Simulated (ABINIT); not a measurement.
# CsPbI2Br (P4/mmm): G0W0 in ABINIT against the screening cutoff in the self-energy

How does the gap of CsPbI2Br (P4/mmm) converge in the screening cutoff in the self-energy?

Main program and level: ABINIT 10.8.3; PBE and many-body steps on it, plane waves.

**1. Set-up**

The structure is tetragonal, space group P4/mmm (No. 123). The conventional cell has a = 6.375 Å, b = 6.375 Å, c = 5.962 Å, α = 90.00°, β = 90.00°, γ = 90.00°. Nearest to Cs lie 8 I at 4.36 Å and 4 Br at 4.51 Å. Nearest to Pb lie 2 Br at 2.98 Å and 4 I at 3.19 Å. Nearest to I lie 2 Pb at 3.19 Å and 4 Cs at 4.36 Å. Nearest to Br lie 2 Pb at 2.98 Å and 4 Cs at 4.51 Å. Farther neighbours and most contacts between anions are not listed.

As a file:

```cif
data_structure
_symmetry_space_group_name_H-M 'P 1'
_symmetry_Int_Tables_number 1
_cell_length_a 6.3753
_cell_length_b 6.3753
_cell_length_c 5.9622
_cell_angle_alpha 90.000
_cell_angle_beta 90.000
_cell_angle_gamma 90.000
_cell_volume 242.33
loop_
_atom_site_label
_atom_site_type_symbol
_atom_site_fract_x
_atom_site_fract_y
_atom_site_fract_z
_atom_site_occupancy
Cs1 Cs 0.50000 0.50000 0.50000 1
Pb2 Pb 0.00000 0.00000 0.00000 1
I3 I 0.00000 0.50000 0.00000 1
I4 I 0.50000 0.00000 0.00000 1
Br5 Br 0.00000 0.00000 0.50000 1
```

The cell and positions are those that the Materials Project relaxed with its own functionals (PBE, PBE+U or r2SCAN), kept fixed. Spin-orbit coupling is left out unless a step names it.

**2. Screening, 2×2×2 mesh, 328 bands, screening to 176.9 eV**

This step: ABINIT 10.8.3; RPA screening on PBE, plane waves, norm-conserving pseudopotentials.

The RPA dielectric matrix is built and inverted for each q.

Contents of run.abi:

```
acell 3*1.0 Angstrom
rprim 
  6.375296000000 0.000000000000 0.000000000000
  0.000000000000 6.375296000000 0.000000000000
  0.000000000000 0.000000000000 5.962220000000
ntypat 4
znucl 55 82 53 35
natom 5
typat 1 2 3 3 4
xred 
  0.500000000000 0.500000000000 0.500000000000
  0.000000000000 0.000000000000 0.000000000000
  0.000000000000 0.500000000000 0.000000000000
  0.500000000000 0.000000000000 0.000000000000
  0.000000000000 0.000000000000 0.500000000000
pp_dirpath "pseudos"
pseudos "Cs.upf, Pb.upf, I.upf, Br.upf"
ecut 31
ngkpt 2 2 2
nshiftk 1
shiftk 0 0 0
kptopt 1
chksymbreak 0
istwfk *1
occopt 1
irdwfk 1
optdriver 3
nband 328
ecuteps 6.5
inclvkb 2
awtr 1
symchi 1
indata_prefix "in"
outdata_prefix "out"
tmpdata_prefix "tmp"
```

Run with:

```sh
$ OMP_NUM_THREADS=1 mpirun -n 4 abinit run.abi > log
```

The program printed:

```text
.Version 10.8.3 of ABINIT. v10.8.2 released Aug 2026.

 Symmetries : space group P4/m m m (#123); Bravais tP (primitive tetrag.)
[... echo of the input left out ...]
== DATASET  1 ==================================================================
-   mpi_nproc: 4, omp_nthreads: 1 (-1 if OMP is not activated)

--- !DatasetInfo
iteration_state: {dtset: 1, }
dimensions: {natom: 5, nkpt: 6, mband: 328, nsppol: 1, nspinor: 1, nspden: 1, mpw: 13544, }
cutoff_energies: {ecut:  31.0, pawecutdg:  -1.0, }
electrons: {nelect:   4.40000000E+01, charge:   0.00000000E+00, occopt:   1.00000000E+00, tsmear:   1.00000000E-02, }

 SCREENING: Calculation of the susceptibility and dielectric matrices

 Based on a program developped by R.W. Godby, V. Olevano, G. Onida, and L. Reining.
 Incorporated in ABINIT by V. Olevano, G.-M. Rignanese, and M. Torrent.
.Using double precision arithmetic ; gwpc =  8

[... cell and pseudopotentials left out ...]
--------------------------------------------------------------------------------

 ==== K-mesh for the wavefunctions ====
 Number of points in the irreducible wedge :     6
[... list of points left out ...]
 Together with 16 symmetry operations and time-reversal symmetry
 yields     8 points in the full Brillouin Zone.

 ==== Q-mesh for the screening function ====
 Number of points in the irreducible wedge :     6
[... list of points left out ...]
 Together with 16 symmetry operations and time-reversal symmetry
 yields     8 points in the full Brillouin Zone.

 setmesh: FFT mesh size selected  =    45x   45x   45
          total number of points  =        91125

 vcoul_init : cutoff-mode = AUXILIARY_FUNCTION
 q-points for optical limit:   1
     1)      0.000010    0.000020    0.000030

- screening: taking advantage of time-reversal symmetry
- Maximum band index for partially occupied states nbvw = 22
- Remaining bands to be divided among processors   nbcw = 306
- Number of bands treated by each node ~76

 Number of electrons calculated from density =   44.0000; Expected =   44.0000
 average of density, n =  0.026906
 r_s =    2.0702
 omega_plasma =   15.8227 [eV]

 calculating chi0 at frequencies [eV] :
  1    0.000000E+00    0.000000E+00
  2    0.000000E+00    1.582265E+01

--------------------------------------------------------------------------------
  q-point number  1        q = ( 0.000000, 0.000000, 0.000000) [r.l.u.]
--------------------------------------------------------------------------------
[... chi0 elements left out ...]
 For q-point:  0.000010 0.000020 0.000030
  dielectric constant =   9.9883
  dielectric constant without local fields =  11.4804

  Average fulfillment of the sum rule on Im[epsilon] for q-point    1 :     96.40  [%]
[... wings left out ...]
  q-point number  2        q = ( 0.500000, 0.000000, 0.000000) [r.l.u.]
--------------------------------------------------------------------------------
[... chi0 elements left out ...]
  Average fulfillment of the sum rule on Im[epsilon] for q-point    2 :    103.68  [%]

 [... 4 further q-points ...]
```

It took 5.3 min on 4 MPI ranks of Intel Xeon 6975P-C (Granite Rapids), shared host; peak memory 4.7 GiB.

This step gave:

| Property | Result |
| --- | --- |
| ε∞ with local fields, on this mesh, along the program's q direction | 9.988 |
| the same without local fields | 11.48 |
| plasma frequency | 15.82 eV |
| plane waves in the screening matrix | 1309 |

Local fields lower ε∞ by 13 %. On a Γ-centred mesh this coarse the value itself is usually too large, while a short band sum pulls it down.

**3. 0.7 Ha**

This step: G0W0 on PBE, plane waves, norm-conserving pseudopotentials.

Changes to run.abi since step 2:

```diff
@@ -26,8 +26,17 @@
 irdwfk 1
-optdriver 3
+optdriver 4
 nband 328
-ecuteps 6.5
-inclvkb 2
-awtr 1
-symchi 1
+gwcalctyp 0
+ecutsigx 31
+symsigma 1
+nkptgw 2
+kptgw 
+  0.5000000000 0.5000000000 0.5000000000
+  0.0000000000 0.0000000000 0.0000000000
+bdgw 
+  21 24
+  21 24
+ecuteps 0.7
+irdscr 1
+ppmodel 1
 indata_prefix "in"
```

The program printed:

```text
.Version 10.8.3 of ABINIT. v10.8.2 released Aug 2026.

 Symmetries : space group P4/m m m (#123); Bravais tP (primitive tetrag.)
[... echo of the input left out ...]
== DATASET  1 ==================================================================
-   mpi_nproc: 4, omp_nthreads: 1 (-1 if OMP is not activated)

--- !DatasetInfo
iteration_state: {dtset: 1, }
dimensions: {natom: 5, nkpt: 6, mband: 328, nsppol: 1, nspinor: 1, nspden: 1, mpw: 13544, }
cutoff_energies: {ecut:  31.0, pawecutdg:  -1.0, }
electrons: {nelect:   4.40000000E+01, charge:   0.00000000E+00, occopt:   1.00000000E+00, tsmear:   1.00000000E-02, }

 SIGMA: Calculation of the GW corrections

 Based on a program developped by R.W. Godby, V. Olevano, G. Onida, and L. Reining.
 Incorporated in ABINIT by V. Olevano, G.-M. Rignanese, and M. Torrent.
.Using double precision arithmetic ; gwpc =  8

[... cell and pseudopotentials left out ...]
--------------------------------------------------------------------------------

 ==== K-mesh for the wavefunctions ====
 Number of points in the irreducible wedge :     6
[... list of points left out ...]
 Together with 16 symmetry operations and time-reversal symmetry
 yields     8 points in the full Brillouin Zone.

 ==== Q-mesh for screening function ====
 Number of points in the irreducible wedge :     6
[... list of points left out ...]
 Together with 16 symmetry operations and time-reversal symmetry
 yields     8 points in the full Brillouin Zone.

 vcoul_init : cutoff-mode = AUXILIARY_FUNCTION
 q-points for optical limit:   1
     1)      0.000010    0.000020    0.000030
 setmesh: FFT mesh size selected  =    64x   64x   60
          total number of points  =       245760

 Number of electrons calculated from density =   44.0000; Expected =   44.0000
 average of density, n =  0.026906
 r_s =    2.0702
 omega_plasma =   15.8227 [eV]

 === KS Band Gaps ===
  >>>> For spin  1
   Minimum direct gap =   1.4643 [eV], located at k-point      :   0.5000  0.5000  0.5000
   Fundamental gap    =   1.4643 [eV], Top of valence bands at :   0.5000  0.5000  0.5000
                                       Bottom of conduction at :   0.5000  0.5000  0.5000
 SIGMA fundamental parameters:
 PLASMON POLE MODEL  1
 number of plane-waves for SigmaX                13465
 number of plane-waves for SigmaC and W             49
 number of plane-waves for wavefunctions         13465
 number of bands                                   328
 number of independent spin polarizations            1
 number of spinorial components                      1
 number of k-points in IBZ                           6
 number of q-points in IBZ                           6
 number of symmetry operations                      16
 number of k-points in BZ                            8
 number of q-points in BZ                            8
 number of frequencies for dSigma/dE                 9
 frequency step for dSigma/dE [eV]                0.25
 number of omega for Sigma on real axis              0
 max omega for Sigma on real axis  [eV]           0.00
 zcut for avoiding poles [eV]                     0.10

 EPSILON^-1 parameters (SCR file):
 dimension of the eps^-1 matrix on file           1309
 dimension of the eps^-1 matrix used                49
 number of plane-waves for wavefunctions         13465
 number of bands                                   328
 number of q-points in IBZ                           6
 number of frequencies                               2
 number of real frequencies                          1
 number of imag frequencies                          1

 matrix elements of self-energy operator (all in [eV])

 Perturbative Calculation

--- !SelfEnergy_ee
iteration_state: {dtset: 1, }
kpoint     : [   0.500,    0.500,    0.500, ]
spin       : 1
KS_gap     :    1.464
QP_gap     :    1.910
Delta_QP_KS:    0.445
data: !SigmaeeData |
     Band     E0 <VxcDFT>   SigX SigC(E0)      Z dSigC/dE  Sig(E)    E-E0       E
       21   0.212 -11.202 -13.988   2.304   0.803  -0.246 -11.589  -0.387  -0.176
       22   1.059 -12.738 -14.703   1.801   0.810  -0.234 -12.871  -0.132   0.927
       23   2.524  -9.504  -6.470  -2.649   0.811  -0.232  -9.191   0.313   2.836
       24   2.524  -9.504  -6.470  -2.649   0.811  -0.232  -9.191   0.313   2.836

--- !SelfEnergy_ee
iteration_state: {dtset: 1, }
kpoint     : [   0.000,    0.000,    0.000, ]
spin       : 1
KS_gap     :    4.416
QP_gap     :    5.026
Delta_QP_KS:    0.609
data: !SigmaeeData |
     Band     E0 <VxcDFT>   SigX SigC(E0)      Z dSigC/dE  Sig(E)    E-E0       E
       21  -0.204 -11.079 -13.977   2.337   0.800  -0.250 -11.528  -0.449  -0.653
       22  -0.204 -11.079 -13.977   2.337   0.800  -0.250 -11.528  -0.449  -0.653
       23   4.212  -5.717  -2.343  -3.181   0.830  -0.204  -5.557   0.160   4.373
       24   5.103  -5.996  -2.567  -3.095   0.831  -0.204  -5.718   0.278   5.381

== END DATASET(S) ==============================================================
================================================================================

 -outvars: echo values of variables after computation  --------
           etotal      0.0000000000E+00
            nband         328
             nkpt           6
          spgroup         123
 [... the other variables as echoed above ...]

 Calculation completed.
```

Wall time 8.1 s (4 MPI ranks); peak memory 1.4 GiB.

Numbers from this step:

| Quantity | Value |
| --- | --- |
| G0W0 gap on the points computed | 1.909 eV |
| starting gap on the mesh | 1.465 eV |
| k of the valence top | 0.5, 0.5, 0.5 |
| k of the conduction bottom | 0.5, 0.5, 0.5 |
| Z at the valence top | 0.81 |
| Z at the conduction bottom | 0.811 |
| least direct G0W0 gap on the computed points | 1.909 eV |

**4. 1.3 Ha**

Changes to run.abi since step 3:

```diff
@@ -38,3 +38,3 @@
   21 24
-ecuteps 0.7
+ecuteps 1.3
 irdscr 1
```

The program printed:

```text
.Version 10.8.3 of ABINIT. v10.8.2 released Aug 2026.

 Symmetries : space group P4/m m m (#123); Bravais tP (primitive tetrag.)
[... echo of the input left out ...]
== DATASET  1 ==================================================================
-   mpi_nproc: 4, omp_nthreads: 1 (-1 if OMP is not activated)

--- !DatasetInfo
iteration_state: {dtset: 1, }
dimensions: {natom: 5, nkpt: 6, mband: 328, nsppol: 1, nspinor: 1, nspden: 1, mpw: 13544, }
cutoff_energies: {ecut:  31.0, pawecutdg:  -1.0, }
electrons: {nelect:   4.40000000E+01, charge:   0.00000000E+00, occopt:   1.00000000E+00, tsmear:   1.00000000E-02, }

 SIGMA: Calculation of the GW corrections

 Based on a program developped by R.W. Godby, V. Olevano, G. Onida, and L. Reining.
 Incorporated in ABINIT by V. Olevano, G.-M. Rignanese, and M. Torrent.
.Using double precision arithmetic ; gwpc =  8

[... cell and pseudopotentials left out ...]
--------------------------------------------------------------------------------

 ==== K-mesh for the wavefunctions ====
 Number of points in the irreducible wedge :     6
[... list of points left out ...]
 Together with 16 symmetry operations and time-reversal symmetry
 yields     8 points in the full Brillouin Zone.

 ==== Q-mesh for screening function ====
 Number of points in the irreducible wedge :     6
[... list of points left out ...]
 Together with 16 symmetry operations and time-reversal symmetry
 yields     8 points in the full Brillouin Zone.

 vcoul_init : cutoff-mode = AUXILIARY_FUNCTION
 q-points for optical limit:   1
     1)      0.000010    0.000020    0.000030
 setmesh: FFT mesh size selected  =    64x   64x   60
          total number of points  =       245760

 Number of electrons calculated from density =   44.0000; Expected =   44.0000
[...]
number of omega for Sigma on real axis              0
 max omega for Sigma on real axis  [eV]           0.00
 zcut for avoiding poles [eV]                     0.10

 EPSILON^-1 parameters (SCR file):
 dimension of the eps^-1 matrix on file           1309
 dimension of the eps^-1 matrix used               105
 number of plane-waves for wavefunctions         13465
 number of bands                                   328
 number of q-points in IBZ                           6
 number of frequencies                               2
 number of real frequencies                          1
 number of imag frequencies                          1

 matrix elements of self-energy operator (all in [eV])

 Perturbative Calculation

--- !SelfEnergy_ee
iteration_state: {dtset: 1, }
kpoint     : [   0.500,    0.500,    0.500, ]
spin       : 1
KS_gap     :    1.464
QP_gap     :    1.935
Delta_QP_KS:    0.470
data: !SigmaeeData |
     Band     E0 <VxcDFT>   SigX SigC(E0)      Z dSigC/dE  Sig(E)    E-E0       E
       21   0.212 -11.202 -13.988   2.208   0.788  -0.268 -11.658  -0.456  -0.244
       22   1.059 -12.738 -14.703   1.642   0.797  -0.255 -12.995  -0.257   0.802
       23   2.524  -9.504  -6.470  -2.768   0.802  -0.247  -9.290   0.214   2.737
[...]
--- !SelfEnergy_ee
iteration_state: {dtset: 1, }
kpoint     : [   0.000,    0.000,    0.000, ]
spin       : 1
KS_gap     :    4.416
QP_gap     :    5.010
Delta_QP_KS:    0.594
data: !SigmaeeData |
     Band     E0 <VxcDFT>   SigX SigC(E0)      Z dSigC/dE  Sig(E)    E-E0       E
[...]
23   4.212  -5.717  -2.343  -3.266   0.828  -0.207  -5.627   0.089   4.302
       24   5.103  -5.996  -2.567  -3.143   0.828  -0.208  -5.759   0.237   5.341

== END DATASET(S) ==============================================================
================================================================================

 -outvars: echo values of variables after computation  --------
           etotal      0.0000000000E+00
            nband         328
             nkpt           6
          spgroup         123
 [... the other variables as echoed above ...]

 Calculation completed.
```

Elapsed: 9.4 s, on 4 MPI ranks; peak memory 2.6 GiB; 37 s of CPU time.

This step gave:

* G0W0 gap on the points computed: 1.935 eV
* starting gap on the mesh: 1.465 eV
* k of the valence top: 0.5, 0.5, 0.5
* k of the conduction bottom: 0.5, 0.5, 0.5
* Z at the valence top: 0.797
* Z at the conduction bottom: 0.802
* least direct G0W0 gap on the computed points: 1.935 eV

**5. 2.3 Ha**

The self-energy is evaluated for the states that the input lists, and the levels follow from it, in one-shot runs by the linearised quasiparticle equation.

Changes to run.abi since step 4:

```diff
@@ -38,3 +38,3 @@
   21 24
-ecuteps 1.3
+ecuteps 2.3
 irdscr 1
```

The program printed:

```text
.Version 10.8.3 of ABINIT. v10.8.2 released Aug 2026.

 Symmetries : space group P4/m m m (#123); Bravais tP (primitive tetrag.)
[... echo of the input left out ...]
== DATASET  1 ==================================================================
-   mpi_nproc: 4, omp_nthreads: 1 (-1 if OMP is not activated)

--- !DatasetInfo
iteration_state: {dtset: 1, }
dimensions: {natom: 5, nkpt: 6, mband: 328, nsppol: 1, nspinor: 1, nspden: 1, mpw: 13544, }
cutoff_energies: {ecut:  31.0, pawecutdg:  -1.0, }
[...]
Band     E0 <VxcDFT>   SigX SigC(E0)      Z dSigC/dE  Sig(E)    E-E0       E
[...]
23   4.212  -5.717  -2.343  -3.232   0.828  -0.208  -5.599   0.118   4.330
       24   5.103  -5.996  -2.567  -3.152   0.827  -0.209  -5.767   0.229   5.333

== END DATASET(S) ==============================================================
================================================================================

 -outvars: echo values of variables after computation  --------
           etotal      0.0000000000E+00
            nband         328
             nkpt           6
          spgroup         123
 [... the other variables as echoed above ...]

 Calculation completed.
```

Run time: 16 s. Hardware: 4 MPI ranks; peak memory 2.7 GiB; 62 s of CPU time.

This step gave:

| Quantity | Value |
| --- | --- |
| G0W0 gap on the points computed | 2.090 eV |
| starting gap on the mesh | 1.465 eV |
| k of the valence top | 0.5, 0.5, 0.5 |
| k of the conduction bottom | 0.5, 0.5, 0.5 |
| least direct G0W0 gap on the computed points | 2.090 eV |

The gap on the mesh goes from 1.46 eV to 2.09 eV, a correction of +0.63 eV.

(Continued in part 2 of 2.)

[Paths, hosts, dates, memory and timing lines, banners, echoed tables and standing remarks are left out of the program output.]

[Logs are printed without paths, hosts, clocks, repeated set-up lines and the standing remarks that a program may print on its own settings, such as how far it seeks lower states.]

[Runs of the session that timed out or met a known fault of the program may be left out.]

[Hosts, paths, dates, database ids (printed as entryN), source tags and the programs' standing remarks are cut or masked in the printed files.]

[G0W0 gaps are taken among the corrected bands and points alone; a level outside them can change the order at an edge.]

[Where Ansatz stands beside ABINIT at settings called matched, ABINIT's density can come from a denser mesh and the files from another edition; pairs whose starting gaps differed by over 0.03 eV were left out, so agreement reads better than it is.]
